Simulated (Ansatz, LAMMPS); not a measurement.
# A frame of liquid K(F,Br) from 850 K (94 atoms): geometry optimisation

Aim: bring a frame of liquid K(F,Br) from 850 K (94 atoms) to a nearby minimum of the energy and see what moves.

Calculated with Ansatz 0.2.0; Kohn-Sham DFT, PBE, PAW (set soft_2), plane waves.

## 1. The structure

The cell holds 94 atoms: 47 K, 18 F and 29 Br. Cell: a = 15.109 Å, b = 15.109 Å, c = 15.109 Å, α = 90.0°, β = 90.0°, γ = 90.0°. 94 atoms (47 K, 18 F, 29 Br) placed at random at 2.17 g/cm³, melted at 1800 K for 10 ps at fixed volume with the Lennard-Jones and Coulomb ion parameters for SPC/E (Joung and Cheatham, J. Phys. Chem. B 112, 9020 (2008)), full charges. Snapshot at the end of a hold of 20 ps at 850 K and fixed volume.

What the set-up can't give: The network of bonds at the start is that of the classical potential that made the cell. The ion parameters were fitted for water, not for melts, so the starting structure of this cell may lie well off the real melt's. The Brillouin zone is sampled at Γ only, in a cell whose shortest periodic width is 15 Å.

## 2. The classical run that made the cell

A classical potential supplies the starting structure, since it reaches far longer times than DFT.

This step: classical MD, Lennard-Jones and Coulomb ion parameters for SPC/E (Joung and Cheatham, J. Phys. Chem. B 112, 9020 (2008)), full charges (LAMMPS 22 Jul 2025 - Update 4).

Contents of in.lmp:

```
# melt-quench of K47F18Br29
units metal
atom_style charge
boundary p p p
region box block 0 15.1089 0 15.1089 0 15.1089
create_box 3 box
mass 1 39.0983   # K
mass 2 18.9984   # F
mass 3 79.9040   # Br
create_atoms 1 random 47 495313 NULL overlap 2.2 maxtry 2000
create_atoms 2 random 18 495320 NULL overlap 2.2 maxtry 2000
create_atoms 3 random 29 495327 NULL overlap 2.2 maxtry 2000
pair_style lj/cut/coul/long 9.0
pair_modify mix arithmetic tail yes
pair_coeff 1 1 0.018634 2.8384   # K
pair_coeff 2 2 0.000321 4.0215   # F
pair_coeff 3 3 0.001169 4.9017   # Br
set type 1 charge 1
set type 2 charge -1
set type 3 charge -1
kspace_style pppm 1.0e-4
neigh_modify delay 0 every 1 check yes
thermo_style custom step time temp pe press density
thermo_modify norm yes
timestep 0.002
thermo 100
min_style cg
minimize 1e-4 1e-4 200 2000
reset_timestep 0
velocity all create 1800 495314 mom yes dist gaussian
fix lim all nve/limit 0.05
fix lan all langevin 1800 1800 0.2 495315 zero yes
thermo 500
run 1000 post no
# [... 10 lines left out ...]
compute msd all msd com yes
thermo 2500
fix md all nvt temp 850 850 0.2
run 10000 post no
print "== T850: mean square displacement over the hold $(c_msd[4]:%.2f) A^2"
unfix md
uncompute msd
write_dump all custom T850.dump id type xs ys zs modify sort id
```

On the command line:

```sh
> lmp -in in.lmp -log none -nocite
```

Numbers of over 12 decimals in the logs are rounded to 6 here.

The log of the run:

```text
LAMMPS (22 Jul 2025 - Update 4)
Created orthogonal box = (0 0 0) to (15.1089 15.1089 15.1089)
Created 47 atoms
Created 18 atoms
Created 29 atoms
PPPM initialization ...
  G vector (1/distance) = 0.30620375
  grid = 10 10 10
  estimated relative force accuracy = 7.8164836e-05
   Step          Time           Temp          PotEng         Press         Density
         0   0              0              2.5359135      691748.93      2.1649845
       100   0.2            0             -3.6949037     -6934.5627      2.1649845
       115   0.23           0             -3.7053253     -5631.1776      2.1649845
[... 21 lines left out ...]
Loop time of 1.13034 s on 1 MPI rank(s) for 5000 steps with 94 atoms
   Step          Time           Temp          PotEng         Press         Density
[... 5 lines left out ...]
Loop time of 0.50112 s on 1 MPI rank(s) for 2500 steps with 94 atoms
   Step          Time           Temp          PotEng         Press         Density
[... 2 lines left out ...]
     12500   25             830.49293     -3.5832325      3755.9342      2.1649845
     15000   30             909.39088     -3.5919153      677.07702      2.1649845
     17500   35             834.28733     -3.6003754      3241.2691      2.1649845
     18500   37             808.875       -3.6156913      1213.9311      2.1649845
Loop time of 2.02696 s on 1 MPI rank(s) for 10000 steps with 94 atoms
== T850: mean square displacement over the hold 16.30 A^2
```

Elapsed: 4.1 s, on 1 thread of Intel Xeon Platinum 8488C (Sapphire Rapids), shared host; peak memory 0.07 GiB.

## 3. Single point at the start

The forces at the start show how far the geometry lies from a minimum of this functional.

Contents of input.yaml:

```yaml
crystal:
  lattice:
    - [15.1089, 0.0, 0.0]
    - [0.0, 15.1089, 0.0]
    - [0.0, 0.0, 15.1089]
  atoms:
    - { symbol: K, position: [0.45339, 0.65338, 0.51139] }
    - { symbol: K, position: [0.79393, 0.59955, 0.3547] }
    - { symbol: K, position: [0.54964, 0.48357, 0.66015] }
    - { symbol: K, position: [0.34197, 0.8893, 0.08801] }
    - { symbol: K, position: [0.1913, 0.63115, 0.07821] }
    - { symbol: K, position: [0.1492, 0.11865, 0.00704] }
    - { symbol: K, position: [0.50668, 0.897, 0.74293] }
    - { symbol: K, position: [0.37269, 0.5135, 0.86634] }
    - { symbol: K, position: [0.9203, 0.21746, 0.18906] }
    - { symbol: K, position: [0.98326, 0.4765, 0.19835] }
    - { symbol: K, position: [0.86187, 0.99185, 0.0361] }
    - { symbol: K, position: [0.77666, 0.5394, 0.10074] }
    - { symbol: K, position: [0.72112, 0.74768, 0.62019] }
    - { symbol: K, position: [0.86364, 0.79441, 0.18073] }
    - { symbol: K, position: [0.28381, 0.35695, 0.35744] }
    - { symbol: K, position: [0.11059, 0.24795, 0.72562] }
    - { symbol: K, position: [0.29498, 0.04436, 0.82283] }
    - { symbol: K, position: [0.95643, 0.56377, 0.74227] }
    - { symbol: K, position: [0.15953, 0.11487, 0.25899] }
    - { symbol: K, position: [0.8906, 0.91351, 0.62726] }
    - { symbol: K, position: [0.18496, 0.12384, 0.48502] }
    - { symbol: K, position: [0.72757, 0.06028, 0.40247] }
    - { symbol: K, position: [0.24248, 0.72639, 0.75936] }
    - { symbol: K, position: [0.57962, 0.1055, 0.16913] }
    - { symbol: K, position: [0.59384, 0.41127, 0.29439] }
    - { symbol: K, position: [0.3535, 0.76103, 0.28441] }
    - { symbol: K, position: [0.94995, 0.3357, 0.45448] }
    - { symbol: K, position: [0.71468, 0.11295, 0.81979] }
    - { symbol: K, position: [0.82874, 0.35874, 0.90994] }
    - { symbol: K, position: [0.46043, 0.23785, 0.42628] }
    - { symbol: K, position: [0.96757, 0.96657, 0.34185] }
    - { symbol: K, position: [0.1686, 0.53289, 0.53489] }
    - { symbol: K, position: [0.51578, 0.2698, 0.89258] }
    - { symbol: K, position: [0.08226, 0.69418, 0.33411] }
    - { symbol: K, position: [0.38416, 0.31135, 0.63837] }
    - { symbol: K, position: [0.84337, 0.76392, 0.91897] }
    - { symbol: K, position: [0.38065, 0.03263, 0.32447] }
    - { symbol: K, position: [0.60718, 0.65334, 0.9359] }
    - { symbol: K, position: [0.5464, 0.09443, 0.56224] }
    - { symbol: K, position: [0.58811, 0.83148, 0.32206] }
    - { symbol: K, position: [0.71185, 0.27883, 0.65084] }
    - { symbol: K, position: [0.29496, 0.91125, 0.59008] }
    - { symbol: K, position: [0.38719, 0.51121, 0.17319] }
    - { symbol: K, position: [0.12088, 0.39748, 0.94363] }
    - { symbol: K, position: [0.33657, 0.30178, 0.11452] }
    - { symbol: K, position: [0.08591, 0.8799, 0.09906] }
    - { symbol: K, position: [0.0615, 0.95128, 0.86432] }
    - { symbol: F, position: [0.4451, 0.90859, 0.23309] }
    - { symbol: F, position: [0.59252, 0.26623, 0.53365] }
    - { symbol: F, position: [0.96136, 0.8635, 0.9768] }
    - { symbol: F, position: [0.22033, 0.97122, 0.95693] }
    - { symbol: F, position: [0.57018, 0.12717, 0.35263] }
    - { symbol: F, position: [0.43024, 0.36395, 0.25707] }
    - { symbol: F, position: [0.8713, 0.61373, 0.20729] }
    - { symbol: F, position: [0.0075, 0.13991, 0.36622] }
    - { symbol: F, position: [0.45771, 0.38628, 0.77414] }
    - { symbol: F, position: [0.01967, 0.8294, 0.25938] }
    - { symbol: F, position: [0.33526, 0.88309, 0.76177] }
    - { symbol: F, position: [0.68662, 0.29618, 0.82084] }
    - { symbol: F, position: [0.22434, 0.77236, 0.15275] }
    - { symbol: F, position: [0.28826, 0.18496, 0.3395] }
    - { symbol: F, position: [0.25601, 0.47757, 0.00486] }
    - { symbol: F, position: [0.3586, 0.13361, 0.52926] }
    - { symbol: F, position: [0.00673, 0.0368, 0.13561] }
    - { symbol: F, position: [0.75733, 0.72967, 0.04859] }
    - { symbol: Br, position: [0.19481, 0.94803, 0.39065] }
    - { symbol: Br, position: [0.10957, 0.2836, 0.1287] }
    - { symbol: Br, position: [0.36108, 0.09117, 0.09711] }
    - { symbol: Br, position: [0.26203, 0.72636, 0.48217] }
    - { symbol: Br, position: [0.41249, 0.67637, 0.00989] }
    - { symbol: Br, position: [0.95838, 0.51289, 0.96842] }
    - { symbol: Br, position: [0.58186, 0.4396, 0.08633] }
    - { symbol: Br, position: [0.72714, 0.88853, 0.78063] }
    - { symbol: Br, position: [0.20861, 0.53653, 0.27093] }
    - { symbol: Br, position: [0.80454, 0.39556, 0.2775] }
    - { symbol: Br, position: [0.75311, 0.59666, 0.80549] }
    - { symbol: Br, position: [0.48981, 0.10283, 0.76076] }
    - { symbol: Br, position: [0.92041, 0.35234, 0.7054] }
    [... 10 atom lines left out ...]
    - { symbol: Br, position: [0.11018, 0.03199, 0.67916] }
    - { symbol: Br, position: [0.00126, 0.77473, 0.76609] }
    - { symbol: Br, position: [0.8093, 0.86346, 0.44121] }
    - { symbol: Br, position: [0.74073, 0.95748, 0.21344] }
    - { symbol: Br, position: [0.98282, 0.54805, 0.41542] }
    - { symbol: Br, position: [0.7535, 0.08572, 0.60847] }
kpoints:
  mp_grid: { grid: [1, 1, 1] }
hamiltonian:
  xc: pbe
scf:
  occupations: { method: fermi_dirac, width: 0.05 }
output:
  forces: true
  stress: true
  populations: true
  dos:
    method: { smearing: { sigma: 0.1 } }
    de: 0.1
    projected: { site_lists: { Br: [Br], F: [F], K: [K] } }
  eigenvalues: true
```

On the command line:

```sh
> ansatz run input.yaml --threads 4 --pin off --max-ram 8192MiB --backend cpu --events-out ev --progress --plain --runs-dir out
```

The log of the run:

```text
Engine: ansatz 0.2.0, x86_64-unknown-linux-gnu
Pseudopotentials: kind: paw
Pseudopotential: K, paw, valence charge 9, recommended cutoff 420 eV (normal), K.paw.azcp
Pseudopotential: F, paw, valence charge 7, recommended cutoff 420 eV (normal), F.paw.azcp
Pseudopotential: Br, paw, valence charge 7, recommended cutoff 420 eV (normal), Br.paw.azcp
[... 5 lines on functional and potentials left out ...]
Crystal: 94 atoms, lattice volume = 3449.042 Å³
Basis set: ecut = 420 eV, 67451 PW (Γ), exchange–correlation on 216×216×216 points (8 copies of the dense FFT grid, shifted against one another)
Bands: 470, of which v1, the nominal top of the filled ones, is band 376 counted from 1 (375 counted from 0)
Symmetry: 1 space group operations
Space group: P1 (ITA 1), of the structure as read, at distance tolerance 1.5e-4 Å
k-points: 1
[... 7 lines on functional and potentials left out ...]
Initial density: superposition of atomic densities (neutral atoms: chi_scale 0, normalization atom), corrected by the library's trained network
Initial wavefunctions: pseudopotential atomic-orbital guess
Functional: x = pbe(κ = 0.804, μ = 0.219515), c = pbe(β = 0.066725)
SCF iter   1: F=—  HF=-167673.809847 eV  |F-HF|=—  |Δ(HF+E_count)|=         —  Δρ=8.38e-4  dr2=1.09e-1  ethr=1.77e-3  ⟨swp⟩=7.0  Hψ=1972  notcnv=0  defer=72
preconditioner: auto → Resta (q_TF=auto, 2.117 Å⁻¹)  ε∞=2.4  [insulator: Δε(μ)=3.262 eV  Ē_g=13.274 eV  σ=0.050 eV  W_gap=1.00  n_scr=514 (ndim 8)  ℏωp=15.8 eV  f_vac=0.218  D(μ)=0.00/eV (n_scr^D=0)  ε∞_Penn≈2.4]
SCF iter   2: F=—  HF=-167673.794254 eV  |F-HF|=—  |Δ(HF+E_count)|=   1.56e-2  Δρ=4.89e-4  dr2=2.45e-2  ethr=1.45e-5  ⟨swp⟩=2.0  Hψ=859  notcnv=0  defer=86
SCF iter   3: F=—  HF=-167673.790181 eV  |F-HF|=—  |Δ(HF+E_count)|=   4.07e-3  Δρ=4.32e-4  dr2=7.89e-3  ethr=3.26e-6  ⟨swp⟩=2.0  Hψ=718  notcnv=0  defer=86
SCF iter   4: F=—  HF=-167673.788627 eV  |F-HF|=—  |Δ(HF+E_count)|=   1.55e-3  Δρ=1.66e-4  dr2=1.16e-3  ethr=1.05e-6  ⟨swp⟩=2.0  Hψ=711  notcnv=0  defer=86
SCF iter   5: F=—  HF=-167673.788515 eV  |F-HF|=—  |Δ(HF+E_count)|=   1.11e-4  Δρ=4.25e-5  dr2=8.70e-5  ethr=1.54e-7  ⟨swp⟩=2.0  Hψ=700  notcnv=0  defer=86
SCF iter   6: F=—  HF=-167673.792924 eV  |F-HF|=—  |Δ(HF+E_count)|=   4.41e-3  Δρ=3.24e-5  dr2=2.69e-5  ethr=1.16e-8  ⟨swp⟩=2.0  Hψ=798  notcnv=0  defer=87
SCF iter   7: F=—  HF=-167673.792923 eV  |F-HF|=—  |Δ(HF+E_count)|=   9.99e-7  Δρ=1.09e-5  dr2=3.33e-6  ethr=3.58e-9  ⟨swp⟩=2.0  Hψ=701  notcnv=0  defer=87
SCF iter   8: F=—  HF=-167673.792923 eV  |F-HF|=—  |Δ(HF+E_count)|=   5.25e-7  Δρ=2.44e-6  dr2=2.53e-7  ethr=4.43e-10  ⟨swp⟩=2.0  Hψ=701  notcnv=0  defer=87
SCF iter   9: F=—  HF=-167673.792923 eV  |F-HF|=—  |Δ(HF+E_count)|=   2.49e-7  Δρ=2.66e-6  dr2=1.62e-7  ethr=1.33e-11  ⟨swp⟩=18.0  Hψ=2955  notcnv=0
SCF iter  10: F=-167673.792923 eV  HF=-167673.792923 eV  |F-HF|=1.80e-9  |Δ(HF+E_count)|=   3.31e-8  Δρ=3.21e-7  dr2=4.46e-9  ethr=1.33e-11  ⟨swp⟩=2.0  Hψ=1239  notcnv=0
SCF 1 converged in 10 iterations: F = -167673.792923 eV  dr2 = 4.46e-9
  greatest PAW one-centre occupation: 0.987 electrons in one spin orbital (limit 2), on the K atom at site 0 (counted from 0), in its partial waves of l = 0
SCF converged after 10 iterations
Free energy (F): -167673.792923 eV
Harris-Foulkes:  -167673.792923 eV  (|F-HF|=1.80e-9)
Internal energy: -167673.792923 eV  (E = F + TS)
E sigma→0 (E₀):  -167673.792923 eV
Fermi energy:    2.345587 eV
--- Per-component energies (eV) ---
  E_band       = -7336.030100
  E_kinetic    = 19535.256879
  E_local      = -58713.676277  (includes V_loc(G=0)·N_el)
  E_nonlocal   = 3945.353018
  E_hartree    = 21700.561168
  E_xc         = -15493.575640
  E_vxc        = -12634.905711  (∫ρ·V_xc dr)
  E_paw        = -105497.668529  (= ΣΔE_a)
  E_vpaw       = -2869.216025  (= ΣTr[D̂ρ^β])
  E_aug_tail   = 0.036798  (compensation charges beyond the density's cutoff)
  E_ewald      = -33150.080341
  E_smearing   = -0.000000  (= −TS)
  E_closure    = -0.000000  (closes the sum)
  Σ components = -167673.792923   (vs F -167673.792923, Δ=0.00e0)
--- Forces (eV/Å), atoms counted from 1 ---
  atom   1  K      0.46752717     0.65294373     0.05317977
  atom   2  K      0.02027526     0.10561352    -0.06585709
  atom   3  K      0.22319800     0.00379877     0.40801413
  atom   4  K     -0.02074359    -0.35367618    -0.26236416
  atom   5  K      0.29373442    -0.22123147    -0.31708647
  atom   6  K     -0.13634693    -0.13347945     0.05722517
  atom   7  K     -0.07575034    -0.38995582     0.19248170
  atom   8  K     -0.16742920    -0.20189038     0.13050561
  atom   9  K     -0.02088002    -0.55404805    -0.03846551
  atom  10  K      0.17942057     0.32903261     0.07003363
  atom  11  K      0.30608491     0.29804898    -0.01074285
  atom  12  K     -0.23594915     0.43513570    -0.29739146
  atom  13  K     -0.23765166    -0.04758050     0.20391653
  atom  14  K      0.02491348    -0.64818884    -0.16023832
[...]
atom  93  Br    -0.03456226    -0.49328065     0.44673946
  atom  94  Br     0.24458636    -0.15014656    -0.08789126
  max |Σ_I F_I| component: 3.41e-5 eV/Å
--- Stress (GPa, compression-positive) ---
       -0.797546      -0.112471      -0.266589
       -0.112471      -0.083986      -0.011551
       -0.266589      -0.011551      -0.300725
  P = ⅓ Tr σ = -0.3941 GPa (-3.941 kbar)
--- Band table (eV) ---
  k-point 0: bands = ["-28.6177", "-28.6094", "-28.6014", "-28.5865", [... 454 levels ...], "7.7350", "7.7435", "7.7503", "7.7981", "7.8187", "7.8361", "7.8379", "7.8707", "7.9070", "7.9335", "7.9697", "7.9762"]
--- Löwdin populations: 94 sites ---
  site symbol       q [e]
     0      K      8.2830
     1      K      8.2271
     2      K      8.2137
[...]
93     Br      7.6746
  spilling = 0.004211 (of n_electrons = 752.000000)
```

Elapsed: 42 s, on 4 threads of Intel Xeon Platinum 8488C (Sapphire Rapids), shared host; peak memory 4.4 GiB; 2.6 min of CPU time.

Reading the cycles: dr2 is the Hartree energy of the density residual (eV), the measure of convergence; HF is the Harris–Foulkes estimate of the energy, which meets the free energy F at convergence.

Read from the output:

```yaml
free_energy: -167673.7929 eV
free_energy_per_atom: -1783.7638 eV/atom
scf_cycles: 10
pressure: -0.3941 GPa
r_m_s_force_component: 0.2444 eV/Å
longest_force: 0.9243 eV/Å
fermi_energy: 2.346 eV
spacing_of_highest_filled_and_lowest_empty_level: 3.26 eV
spilling_of_the_projection: 0.004211
```

The r.m.s. force component of 0.24 eV/Å and the pressure of -0.39 GPa set the starting point.

Length of the force by element:

```tsv
element	coordination	atoms	mean length of the force (eV/Å)	spread	least	most
Br	all	29	0.378	0.138	0.204	0.900
F	all	18	0.384	0.144	0.133	0.669
K	all	47	0.400	0.185	0.0763	0.924
```

(Part 1 of 3 ends here.)

[Logs are printed without paths, hosts, clocks, repeated set-up lines and the standing remarks that a program may print on its own settings, such as how far it seeks lower states.]

[Hosts, paths, dates, database ids (printed as entryN), source tags and the programs' standing remarks are cut or masked in the printed files.]
